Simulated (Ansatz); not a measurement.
# V2N(OH)2 MXene monolayer in a perpendicular field, part 3 of 3

Wanted: the out-of-plane response of the V2N(OH)2 MXene monolayer. A positive field points along +c.

Ansatz 0.2.0; plane-wave DFT, LDA, Ansatz PAW.

So far. Step 8 (Atoms held, field -0.25 V/Å): The dipole is -0.124 e·Å. Step 9 (Response, atoms held): The induced dipole is that of a conductor 11.73 Å thick.

## (10) The same run with other settings

This step: plane-wave DFT, LDA, Ansatz PAW (Ansatz 0.2.0).

A run with a changed input: it repeats the earlier run at 0.03 V/Å with scf.convergence.dr2_threshold from 1e-10 to 1e-05, scf.occupations.width from 0.02585 removed and scf.occupations.method from fermi_dirac to tetrahedron.

input.yaml

```yaml
crystal:
  lattice:
    - [2.967265518, 0.0, 0.0]
    - [-1.483632759, 2.5697273184, 0.0]
    - [0.0, 0.0, 24.264476134]
  atoms:
    - { symbol: H, position: [0.3333333333, 0.6666666667, 0.3709126029] }
    - { symbol: O, position: [0.3333333333, 0.6666666667, 0.4112709782] }
    - { symbol: V, position: [0.6666666667, 0.3333333333, 0.4606823748] }
    - { symbol: "N", position: [0.0, 0.0, 0.5] }
    - { symbol: V, position: [0.3333333333, 0.6666666667, 0.5393176252] }
    - { symbol: O, position: [0.6666666667, 0.3333333333, 0.5887290218] }
    - { symbol: H, position: [0.6666666667, 0.3333333333, 0.6290873971] }
kpoints:
  mp_grid: { grid: [18, 18, 1] }
  band_path:
    path: [[0, 0, 0], [0.5, 0, 0], [0.33333333, 0.33333333, 0], [0, 0, 0]]
    npoints: 16
hamiltonian:
  xc: lda
scf:
  occupations: { method: tetrahedron }
  convergence: { dr2_threshold: 1.0e-05 }
efield:
  axis: 3
  dipole_correction: true
  ramp_position: 0.97
  ramp_width: 0.06
  amplitude: 0.03
output:
  write_potential: true
  write_density: true
  volumetric_format: npy
```

Launch:

```bash
ansatz run input.yaml --threads 4 --pin off --max-ram 6144MiB --backend cpu --events-out ev --progress --plain --runs-dir out
```

Numbers of over 12 decimals in the logs are rounded to 6 here.

Log:

```text
[...]
Crystal: 7 atoms, lattice volume = 185.018 Å³
Basis set: ecut = 420 eV, 3537 PW (Γ)
Bands: 30, of which v1, the nominal top of the filled ones, is band 23 counted from 1 (22 counted from 0)
Symmetry: 6 space group operations
k-points: 37 of 324 (time reversal used)
[...]
SCF iter   1: F=—  HF=-7247.335016 eV  |F-HF|=—  |Δ(HF+E_count)|=         —  Δρ=9.31e-2  dr2=2.42e1  ethr=3.10e-3  p=0.009 e·Å  D=8.96e-3 V/Å  ΔV_dip=-0.22 eV  dr2_dipole=3.16e-5  V_vac-E_F(+/−)=8.19/7.75 eV  ⟨swp⟩=10.8  Hψ=6582  notcnv=0
[...]
SCF iter  22: F=-7240.509735 eV  HF=-7240.509737 eV  |F-HF|=1.73e-6  |Δ(HF+E_count)|=   1.45e-6  Δρ=9.65e-6  dr2=1.43e-6  ethr=2.22e-8  p=0.015 e·Å  D=1.47e-2 V/Å  ΔV_dip=-0.36 eV  dr2_dipole=4.06e-7  V_vac-E_F(+/−)=2.81/2.51 eV  ⟨swp⟩=6.9  Hψ=4466  notcnv=0
SCF 1 converged in 22 iterations: F = -7240.509735 eV  dr2 = 1.43e-6
[...]
SCF converged after 22 iterations
Stability not checked: this state was not tested for a lower state beside it, because cold or Methfessel-Paxton smearing, or corrected tetrahedra, fill the levels in a way that the test cannot read (fill_not_monotonic; see scf.lower_state_search)
Free energy (F): -7240.509735 eV
[...]
Internal energy: -7240.509735 eV  (E = F + TS)
E sigma→0 (E₀):  -7240.509735 eV
Fermi energy:    2.082194 eV
Dipole field:    D = 0.015614 V/Å  (p = 0.015965 e·Å, saw-weighted, corrected)
Work function:   not extracted (applied field tilts the vacuum); planar V_es + V_field profile in the machine report
[...]
--- Band table (eV; the first three rows and the last of 37) ---
  k-point 0: bands = [... 19 lower, -2.1406, 0.2821, 0.2821, 1.5599, 1.9261, 2.0194, 2.7666, 2.8819, ... 3 higher]
  k-point 1: bands = [... 19 lower, -2.2152, 0.2691, 0.3606, 1.5573, 2.0013, 2.0307, 2.7475, 2.8752, ... 3 higher]
  k-point 2: bands = [... 19 lower, -2.4013, 0.1861, 0.5641, 1.5661, 2.0307, 2.2408, 2.7968, 2.8879, ... 3 higher]
  k-point 36: bands = [... 19 lower, -3.5412, 1.0776, 1.0780, 1.3939, 2.9775, 2.9775, 3.7843, 4.7195, ... 3 higher]
```

Wall time 17 s (4 threads of Arm Neoverse V1, shared host); peak memory 0.54 GiB; 68 s of CPU time.

| quantity | this run | earlier run | difference |
| --- | --- | --- | --- |
| dipole along the normal (e·Å) | 0.01597 | 0.01483 | 0.0011 |

It moves by +0.00114 e·Å.

The change shows in the results, which are not taken further.

## (11) A changed input

Another changed input: it repeats the earlier run at 0.03 V/Å with scf.n_extra_bands to 2 and scf.mixing.preconditioner to local_kerker.

input.yaml: that of step 10 with these lines changed.

```diff
@@ -21,4 +21,6 @@
 scf:
-  occupations: { method: tetrahedron }
-  convergence: { dr2_threshold: 1.0e-05 }
+  occupations: { method: fermi_dirac, width: 0.02585 }
+  convergence: { dr2_threshold: 1.0e-10 }
+  n_extra_bands: 2
+  mixing: { preconditioner: local_kerker }
 efield:
```

Log:

```text
[...]
Crystal: 7 atoms, lattice volume = 185.018 Å³
Basis set: ecut = 420 eV, 3537 PW (Γ)
Bands: 25, of which v1, the nominal top of the filled ones, is band 23 counted from 1 (22 counted from 0)
Symmetry: 6 space group operations
k-points: 37 of 324 (time reversal used)
[...]
SCF iter   1: F=—  HF=-7247.338085 eV  |F-HF|=—  |Δ(HF+E_count)|=         —  Δρ=9.31e-2  dr2=2.42e1  ethr=3.10e-3  p=0.009 e·Å  D=8.96e-3 V/Å  ΔV_dip=-0.22 eV  dr2_dipole=2.71e-5  V_vac-E_F(+/−)=8.18/7.73 eV  ⟨swp⟩=8.4  Hψ=5355  notcnv=0
[...]
SCF iter  25: F=-7240.514887 eV  HF=-7240.514887 eV  |F-HF|=1.20e-10  |Δ(HF+E_count)|=  8.64e-11  Δρ=1.16e-7  dr2=6.63e-11  ethr=1.00e-12  p=0.015 e·Å  D=1.45e-2 V/Å  ΔV_dip=-0.35 eV  dr2_dipole=8.17e-12  V_vac-E_F(+/−)=2.81/2.50 eV  ⟨swp⟩=2.2  Hψ=2372  notcnv=0
SCF 1 converged in 25 iterations: F = -7240.514887 eV  dr2 = 6.63e-11
[...]
SCF converged after 25 iterations
[...]
Free energy (F): -7240.514887 eV
[...]
Internal energy: -7240.505189 eV  (E = F + TS)
E sigma→0 (E₀):  -7240.510038 eV
Entropy (-TS):   -0.009698 eV (-1.385 meV/atom)
Fermi energy:    2.083991 eV
Dipole field:    D = 0.014518 V/Å  (p = 0.014844 e·Å, saw-weighted, corrected)
Work function:   not extracted (applied field tilts the vacuum); planar V_es + V_field profile in the machine report
[...]
--- Band table (eV; the first three rows and the last of 37) ---
  k-point 0: bands = [... 19 lower, -2.1308, 0.2912, 0.2912, 1.5710, 1.9314, 2.0245]
  k-point 1: bands = [... 19 lower, -2.2053, 0.2782, 0.3696, 1.5685, 2.0064, 2.0361]
  k-point 2: bands = [... 19 lower, -2.3915, 0.1951, 0.5729, 1.5771, 2.0367, 2.2462]
  k-point 36: bands = [... 19 lower, -3.5313, 1.0877, 1.0880, 1.4025, 2.9870, 2.9871]
```

It took 16 s on 4 threads; peak memory 0.51 GiB.

This step gave:

| Property | Result |
| --- | --- |
| energy at zero smearing | -7240.5100 eV |
| dipole along the normal | 0.01484 e·Å |

The electronic bands at the labelled points (eV, zero at the Fermi level):

| point | band 20 | band 21 | band 22 | band 23 | band 24 | band 25 |
| --- | --- | --- | --- | --- | --- | --- |
| Γ | -4.21 | -1.79 | -1.79 | -0.51 | -0.15 | -0.06 |
| halfway | -4.98 | -2.49 | -0.79 | -0.35 | 0.32 | 0.85 |
| M | -5.18 | -3.21 | 0.10 | 0.31 | 0.93 | 1.02 |
| halfway | -5.58 | -2.35 | -0.24 | -0.10 | 0.84 | 1.03 |
| K | -5.62 | -1.00 | -1.00 | -0.68 | 0.90 | 0.90 |
| halfway | -5.37 | -2.03 | -1.41 | 0.16 | 0.63 | 0.66 |
| Γ | -4.21 | -1.79 | -1.79 | -0.51 | -0.15 | -0.06 |

| quantity | this run | earlier run | difference |
| --- | --- | --- | --- |
| dipole along the normal (e·Å) | 0.01484 | 0.01483 | 1.5e-5 |

The dipole moves by under 0.5 % or 5e-5 e·Å. The run took 25 SCF cycles against 28.

Of the bands kept, 4 cross the Fermi level on this path.

## (12) Results

* gap without field: none
* work function, upper face: 2.66 eV
* equivalent conductor thickness, atoms held: 11.7 Å

What this shows: The induced dipole equals that of a perfect conductor 11.73 Å thick, while the outer atoms lie 6.26 Å apart. There is no gap over 0.03 eV, with or without the field. The first relaxation ran with spin and lost its moment, and the later runs have none; other magnetic states were not tried. In 4 runs of the series (0.15 V/Å, 0.25 V/Å, -0.25 V/Å and response) the program warns that electrons reach the sawtooth's ramp, which makes dipole and work function less sure. The MXene's terminations sit over the metal atoms of its far layer; the site over carbon or nitrogen, which some compounds prefer, was not run.

[Logs are printed without paths, hosts, clocks, repeated set-up lines and the standing remarks that a program may print on its own settings, such as how far it seeks lower states.]

[Hosts, paths, dates, database ids (printed as entryN), source tags and the programs' standing remarks are cut or masked in the printed files.]

[Maps of the electrostatic potential energy from Ansatz leave out the sawtooth potential of an applied field or a dipole correction, so their vacuum need not be flat; planar profiles and work functions include it.]
